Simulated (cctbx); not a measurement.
**What resolution and counting buy: Tb2FeB4**

Space group Ibam (no. 72), a = 7.2380 Å, b = 9.3630 Å, c = 4.7860 Å, α = 90.00°, β = 90.00°, γ = 90.00°.

```
atom  mult.       x       y    z  Ueq (Å²)
 Tb1      8  0.3423  0.1469    0    0.0065
 Fe1      4       0       0  3/4    0.0109
  B1      8  0.8376  0.9200  1/2    0.0198
  B2      8  0.6608  0.8714  1/2    0.0167
```

This is a model crystal, built by substitution and not relaxed, with assumed displacement parameters.

Five simulated data sets (cctbx; Ag Kα, λ = 0.56087 Å; 2 % proportional error) differ in resolution or exposure (noise floor 4 counts in the first three, 8 in the last two). Each is refined with the right model, isotropic at 1.1 Å and anisotropic otherwise. How do the figures of merit and the uncertainties move?

```csv
d min (Å),top counts,"⟨I/σ⟩ (unmerged, absences included)",unique,param. (scale apart),Rint,R1,GooF,largest s.u. xyz (fractional),s.u. U of B1 (Å²),largest error (Å)
1.1,5000,9.6,79,10,0.024,0.0086,0.97,0.00155,0.0029,0.0330
0.84,5000,8.4,166,21,0.027,0.0094,0.93,0.00102,0.0032,0.0192
0.6,5000,6.6,432,21,0.033,0.0117,0.93,0.00075,0.0019,0.0027
0.75,300,1.5,228,21,0.175,0.0403,0.94,0.00924,0.0346,0.0661
0.75,3000,6.1,228,21,0.037,0.0128,0.95,0.00157,0.0044,0.0103
```

The number of reflections grows roughly as 1/d³: 79, 166 and 432 here. R1 follows the noise rather than the truth: at 300 counts it is 0.0403, at 3000 counts 0.0128, while GooF is 0.94 and 0.95: the weights 1/σ² carry the noise. The s.u. of U (U11 where anisotropic) for B1 goes 0.0029, 0.0032, 0.0019 Å² with resolution and 0.0346, 0.0044 Å² with exposure.

Hardware for the 0.6 Å refinement: 0.38 s on 1 thread of Arm Neoverse V2 (shared host), peak memory 0.09 GiB.

[Logs are printed without paths, hosts, clocks, repeated set-up lines and the standing remarks that a program may print on its own settings, such as how far it seeks lower states.]
